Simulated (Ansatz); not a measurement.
**MgAu (Pm-3m): phonons and vibrational spectra**

How does MgAu (Pm-3m) vibrate, and is this structure a minimum?

Method: DFT PBEsol, scalar-relativistic, plane waves, PAW, in Ansatz 0.2.0.

Most raw output is cut from this account.

The database entry behind the starting cell differs from later determinations by our own check (0.1 to 0.3 % short, probably kX units), so it need not match the best structure at ambient conditions.

## (1) Starting point

It takes space group Pm-3m (No. 221, cubic). The conventional cell has a = 3.259 Å, b = 3.259 Å, c = 3.259 Å, α = 90.00°, β = 90.00°, γ = 90.00°. Nearest to Mg lie 8 Au at 2.82 Å. Au has 8 Mg at 2.82 Å nearest. Farther neighbours are not listed.

Coordinates:

```cif
data_structure
_symmetry_space_group_name_H-M 'P 1'
_symmetry_Int_Tables_number 1
_cell_length_a 3.2590
_cell_length_b 3.2590
_cell_length_c 3.2590
_cell_angle_alpha 90.000
_cell_angle_beta 90.000
_cell_angle_gamma 90.000
_cell_volume 34.61
loop_
_atom_site_label
_atom_site_type_symbol
_atom_site_fract_x
_atom_site_fract_y
_atom_site_fract_z
_atom_site_occupancy
Mg1 Mg 0.50000 0.50000 0.50000 1
Au2 Au 0.00000 0.00000 0.00000 1
```

## (2) Bringing the structure to rest

Harmonic phonons are second derivatives at a point where the forces vanish, and they are wanted at zero stress, so atoms and cell are relaxed first.

Input file input.yaml:

```yaml
crystal:
  lattice:
    - [3.259, 0.0, 0.0]
    - [0.0, 3.259, 0.0]
    - [0.0, 0.0, 3.259]
  atoms:
    - { symbol: Mg, position: [0.5, 0.5, 0.5] }
    - { symbol: Au, position: [0.0, 0.0, 0.0] }
kpoints:
  mp_grid: { grid: [12, 12, 12] }
hamiltonian:
  xc: pbesol
scf:
  occupations: { method: gaussian, width: 0.1 }
output:
  forces: true
  stress: true
  eigenvalues: true
relax:
  adjacent_minimum: "off"
  f_tol: 0.005
  max_steps: 80
  cell: { stress_tol: 0.05 }
```

Started as:

```console
ansatz run input.yaml --threads 4 --pin off --max-ram 7168MiB --backend cpu --events-out ev --progress --plain --runs-dir out
```

It took 2 s on 4 threads of Arm Neoverse V1, shared host; peak memory 0.35 GiB.

Little changed from the start: no atom moved by 0.005 Å and no cell edge by 0.1 %.

Numbers from this step:

* pressure: -0.03166 GPa
* volume per atom: 17.31 Å³
* gap on the k-mesh: 0 eV

In this step the volume went from 17.31 to 17.31 Å³/atom.

## (3) Relaxing to small forces for the phonons

Phonons need a cell at rest on their own settings, so the relaxation is repeated with tight tolerances on forces and stress, using the mesh and the filling of the phonon run that follows.

input.yaml, the sections that differ from step 2:

```yaml
scf:
  occupations: { method: methfessel_paxton, width: 0.15 }
relax:
  adjacent_minimum: "off"
  f_tol: 0.001
  max_steps: 60
  cell: { stress_tol: 0.01 }
# crystal, kpoints, hamiltonian, output: as in step 2
```

Elapsed: 3.5 s, on 4 threads; peak memory 0.35 GiB; 12 s of CPU time.

Little changed from the start: no atom moved by 0.005 Å and no cell edge by 0.1 %.

Numbers from this step:

| Item | Value |
| --- | --- |
| pressure | 1.60e-4 GPa |
| volume per atom | 17.30 Å³ |

The forces vanish by symmetry and the pressure is 0.000 GPa, within the tolerances set. The cell now holds 17.30 Å³/atom.

## (4) Zone-centre response

The zone centre comes first: it holds the modes that light can see, as far as symmetry allows. No field response is asked, since the mesh shows no gap.

input.yaml, the sections that differ from step 3:

```yaml
crystal:
  lattice:
    - [3.2586978405, 0.0, 0.0]
    - [0.0, 3.2586978405, 0.0]
    - [0.0, 0.0, 3.2586978405]
  atoms:
    - { symbol: Mg, position: [0.5, 0.5, 0.5] }
    - { symbol: Au, position: [0.0, 0.0, 0.0] }
output:
  eigenvalues: true
phonons:
  method: dfpt
# kpoints, hamiltonian, scf: as in step 3
# relax: removed
```

It took 9.7 s on 4 threads; peak memory 0.6 GiB.

This step gave:

* sum-rule residual before enforcement: 9.85e-6 eV/Å²
* point group: m-3m
* highest optical mode at the zone centre (no LO-TO term): 204.9 cm⁻¹
* lowest optical zone-centre mode: 204.9 cm⁻¹

Patterns of degenerate modes are one choice out of their space. The modes at Γ (shares of kinetic energy by element, %):

```tsv
mode	frequency (cm⁻¹)	symmetry	Mg %	Au %
1	0.0	acoustic	11	89
2	0.0	acoustic	11	89
3	0.0	acoustic	11	89
4	204.9	T1u	89	11
5	204.9	T1u	89	11
6	204.9	T1u	89	11
```

Displacements in mode 4 (204.9 cm⁻¹), the largest set to 1:
```
Mg1  0.00  1.00 -0.44
Au2  0.00 -0.12  0.05
```

Before it was imposed, the acoustic sum rule was missed by 9.8e-6 eV/Å². Small misses are needed for a sound result but don't prove that mesh and cutoff are converged. The lowest optical mode is real, 205 cm⁻¹.

## (5) Response at finite wavevector

Stability and thermal properties need the whole zone. Linear response on a 4×4×4 q mesh gives force constants as far as a supercell of that size would.

Edit input.yaml of step 4 so:

```diff
@@ -18 +18,8 @@
   method: dfpt
+  qmesh: [4, 4, 4]
+  temperatures: { t_max: 1000, t_step: 50 }
+  qpath:
+    path:
+      - [[0.0, 0.0, 0.0], [0.0, 0.5, 0.0], [0.5, 0.5, 0.0], [0.0, 0.0, 0.0], [0.5, 0.5, 0.5], [0.0, 0.5, 0.0]]
+      - [[0.5, 0.5, 0.5], [0.5, 0.5, 0.0]]
+    npoints: 10
```

Elapsed: 4.7 min, on 4 threads; peak memory 1.6 GiB; 18 min of CPU time.

This step gave:

- sum-rule residual before enforcement: 9.03e-6 eV/Å²
- lowest frequency on the path: 0 cm⁻¹
- highest frequency on the path or at a solved wavevector: 279 cm⁻¹
- mean frequency: 145.3 cm⁻¹
- Debye temperature (second moment): 320 K
- logarithmic mean frequency: 111.8 cm⁻¹
- lowest mode on the q mesh (acoustic modes at Γ apart): 25.6 cm⁻¹
- zero-point energy per atom: 27.02 meV
- heat capacity at 300 K: 23.61 J/(mol atoms K)
- vibrational entropy at 300 K: 41.17 J/(mol atoms K)
- edges of the widest gap between branches, on path and mesh: 77.9, 194.8 cm⁻¹

Frequencies (cm⁻¹) solved at each irreducible wavevector; negative means imaginary. Frequencies by wavevector, by row:

```tsv
q in reciprocal lattice units	star	mode 1	mode 2	mode 3	mode 4	mode 5	mode 6
0 0 0	1	0	0	0	204.9	204.9	204.9
0 0 0.25	6	50.7	50.7	62.1	206.4	206.4	245.9
0 0 -0.5	3	66.7	66.7	77.9	208.6	208.6	279
0 0.25 0.25	12	25.6	61.7	71.7	203.9	233.2	247.7
0 0.25 -0.5	12	51.3	56	68.4	201.9	234.9	271.9
0 -0.5 -0.5	3	33.4	33.4	67.9	194.8	257.6	257.6
0.25 0.25 0.25	8	48.4	48.4	67.7	234.8	234.8	241.7
0.25 0.25 -0.5	12	48.6	50.8	60.8	230.4	235.3	265.5
0.25 -0.5 -0.5	6	53.4	53.4	61.4	230.4	260.1	260.1
-0.5 -0.5 -0.5	1	62.2	62.2	62.2	258.5	258.5	258.5
```

Interpolated from a 4×4×4 q mesh. Phonon branches along the path, in cm⁻¹:

```tsv
point	branch 1	branch 2	branch 3	branch 4	branch 5	branch 6
Γ	0	0	0	205	205	205
halfway	51	51	62	206	206	246
X	67	67	78	209	209	279
halfway	51	56	68	202	235	272
M	33	33	68	195	258	258
halfway	26	62	72	204	233	248
Γ	0	0	0	205	205	205
halfway	48	48	68	235	235	242
R	62	62	62	258	258	258
halfway	49	51	61	230	235	266
X	67	67	78	209	209	279
jump to R	62	62	62	258	258	258
halfway	53	53	61	230	260	260
M	33	33	68	195	258	258
```

Tetrahedra on a 20×20×20 mesh, mean over bins of 5 cm-1. Interpolated from a 4×4×4 q mesh. Table of phonon density of states by wavenumber; read off at these points:

wavenumber (cm⁻¹), phonon density of states (1/cm⁻¹/cell) and a bar:
```
        2      0.000 
       18      0.002 
       28      0.012 ###
       42      0.050 #############
       52      0.078 ####################
       62      0.117 ##############################
       68      0.084 ######################
       82      0.000 
       92      0.000 
      108      0.000 
      122      0.000 
      132      0.000 
      148      0.000 
      158      0.000 
      172      0.000 
      188      0.000 
      198      0.008 ##
      208      0.076 ####################
      212      0.048 ############
      228      0.033 ########
      238      0.031 ########
      252      0.042 ###########
      258      0.070 ##################
      262      0.046 ############
      278      0.007 ##
```

The partial phonon density of states has structure finer than the step of the table below, so its rows give means over 10 cm⁻¹, whole bins alone (the curve runs from -10 to 297 cm⁻¹). Peaks (cm⁻¹: height): Au 61.4: 0.109; Mg 208.1: 0.068, 231.2: 0.0406, 240.9: 0.0459, 258.2: 0.0643.

Phonopy on the run's constants, 17x17x17 mesh, Gaussian sigma 2.2 cm-1. Interpolated from a 4×4×4 q mesh. The partial phonon density of states by wavenumber; means over each step; values in 1/cm⁻¹/cell:

```tsv
wavenumber (cm⁻¹)	Au	Mg
0	5.6e-5	5.8e-6
10	4.2e-4	4.9e-5
20	0.00300	3.0e-4
30	0.0179	0.00138
40	0.0410	0.00243
50	0.0644	0.00262
60	0.0969	0.00159
70	0.0635	4.3e-4
80	0.00388	1.6e-5
90	0	0
100	0	0
110	0	0
120	0	0
130	0	0
140	0	0
150	0	0
160	0	0
170	0	0
180	0	0
190	2.5e-7	6.6e-4
200	3.6e-4	0.0208
210	0.00179	0.0546
220	0.00133	0.0356
230	0.00116	0.0314
240	0.00103	0.0312
250	0.00111	0.0376
260	0.00156	0.0536
270	4.5e-4	0.0211
280	4.2e-5	0.00458
290	0	2.8e-6
```

Second derivatives of the energy by pair, one row for each kind of neighbour of each atom listed. Each entry sums the pair over the periodic images of the supercell that the q mesh stands for, and in a polar crystal it holds the long-range dipole part too. Force constants by pair, by row:

```tsv
atom	neighbour	distance (Å)	third of the trace (eV/Å²)	along the pair's line (eV/Å²)
Mg1	itself	0	4.869	–
Mg1	Au	2.822	-0.3996	-1.402
Mg1	Mg	3.259	-0.1641	-0.6219
Mg1	Mg	4.608	-0.0133	-0.0682
Mg1	Au	5.404	-0.0033	9.00e-4
Mg1	Mg	5.644	-0.0438	-0.1336
Mg1	Mg	6.517	-0.0055	0.0066
Mg1	Au	7.102	-0.0029	-0.0049
Mg1	Mg	7.287	0.0011	7.00e-4
Au2	itself	0	3.42	–
Au2	Mg	2.822	-0.3996	-1.402
Au2	Au	3.259	0.0493	-0.0952
Au2	Au	4.608	-0.0275	-0.102
Au2	Mg	5.404	-0.0033	9.00e-4
Au2	Au	5.644	0.0046	0.0119
Au2	Au	6.517	0.0273	0.1376
Au2	Mg	7.102	-0.0029	-0.0049
Au2	Au	7.287	-0.0141	-0.0305
```

Harmonic thermodynamic functions per atom, from the density of states. Interpolated from a 4×4×4 q mesh. Thermodynamic functions, by row:

```tsv
T (K)	F_vib (meV/atom)	S (J/mol-atom/K)	C_V (J/mol-atom/K)
0	27.02	0	0
50	25.36	8.53	10.83
100	18.37	18.08	17.02
200	-8.02	31.86	22.16
300	-46.14	41.17	23.61
400	-92.53	48.05	24.17
500	-145.2	53.47	24.44
600	-203	57.94	24.59
700	-265.1	61.74	24.68
800	-330.9	65.04	24.75
900	-399.8	67.96	24.79
1000	-471.6	70.57	24.82
```

Harmonic mean-square displacement, third of the trace. Interpolated from a 4×4×4 q mesh. Mean square displacements, by row:

```tsv
T (K)	Mg1 U_eq (Å²)	Au2 U_eq (Å²)
0	0.00337	0.00162
100	0.00494	0.00494
300	0.01111	0.0143
600	0.02141	0.02849
```

Symmetry leaves 10 wavevectors to solve. The lowest mode among them, the acoustic zeros apart, lies at q = (0, 0.25, 0.25) and is real, 25.6 cm⁻¹.

## (6) Isotope substitution

An isotope changes the mass and not the force constants, so no new electronic calculation is needed; the shifts show which modes move this element.

The same force constants with the mass of Mg changed from 24.305 to 25.983 u (phonopy, no LO-TO term). Both lists are sorted by frequency; levels can cross, so a row need not hold one and the same mode. Modes under 3 cm⁻¹ are left out. Isotope shifts, by row:

```tsv
q	rank	natural mass (cm⁻¹)	changed mass (cm⁻¹)
0 0 0	4	204.9	198.9
0 0 0	5	204.9	198.9
0 0 0	6	204.9	198.9
0 0 0.25	1	50.71	50.62
0 0 0.25	2	50.71	50.62
0 0 0.25	3	62.06	62.01
0 0 0.25	4	206.4	200
0 0 0.25	5	206.4	200
0 0 0.25	6	245.9	238
0 0 -0.5	1	66.71	66.71
0 0 -0.5	2	66.71	66.71
0 0 -0.5	3	77.91	77.91
0 0 -0.5	4	208.6	201.7
0 0 -0.5	5	208.6	201.7
0 0 -0.5	6	279	269.8
0 0.25 0.25	1	25.6	25.53
0 0.25 0.25	2	61.71	61.66
0 0.25 0.25	3	71.73	71.72
0 0.25 0.25	4	203.9	197.4
0 0.25 0.25	5	233.2	226.1
0 0.25 0.25	6	247.7	239.6
```

A mode of this element alone would shift by -3.28 %. The highest zone-centre frequency without the field goes from 204.9 to 198.9 cm⁻¹ (-2.9 %). The product of the frequency ratios over all optical modes at Γ is 0.915; the product rule, (m/m′)^(3k/2) (M′/M)^(3/2) with k = 1 such atoms and M the mass of the cell, gives 0.915.

## (7) Results

* space group after relaxation (within 0.01 Å): Pm-3m
* volume per atom: 17.3 Å³
* electronic character: no gap on this mesh
* highest optical mode at the zone centre (no LO-TO term): 205 cm⁻¹
* lowest optical zone-centre mode: 205 cm⁻¹
* lowest mode on the q mesh (acoustic modes at Γ apart): 25.6 cm⁻¹
* highest frequency on the path or at a solved wavevector: 279 cm⁻¹
* zero-point energy per atom: 27.0 meV
* heat capacity at 300 K: 23.6 J/(mol atoms K)
* vibrational entropy at 300 K: 41.2 J/(mol atoms K)
* Debye temperature (second moment): 320 K
* imaginary modes on the 4×4×4 q mesh: none

What this shows: The structure is a minimum as far as tested: no mode is imaginary at the 10 irreducible wavevectors of the 4×4×4 mesh, and the softest away from the acoustic zeros lies at 26 cm⁻¹. The optical modes at Γ form one degenerate level at 205 cm⁻¹. The highest mode in this list at Γ, 204.9 cm⁻¹, is mostly motion of Mg (89 % of the kinetic energy). On the path and the mesh, the widest gap between branches runs from 78 to 195 cm⁻¹. With no gap, or one that is small against the smearing, the frequencies hang on the k mesh and the smearing, most of all near Kohn anomalies. The phonon runs are without spin polarisation, although the cell has an odd electron count. Spin-orbit coupling is left out, which can matter for the heavy elements here. These are harmonic frequencies at zero temperature: anharmonic shifts, linewidths and thermal expansion are left out.

[Logs are printed without paths, hosts, clocks, repeated set-up lines and the standing remarks that a program may print on its own settings, such as how far it seeks lower states.]

[Hosts, paths, dates, database ids (printed as entryN), source tags and the programs' standing remarks are cut or masked in the printed files.]
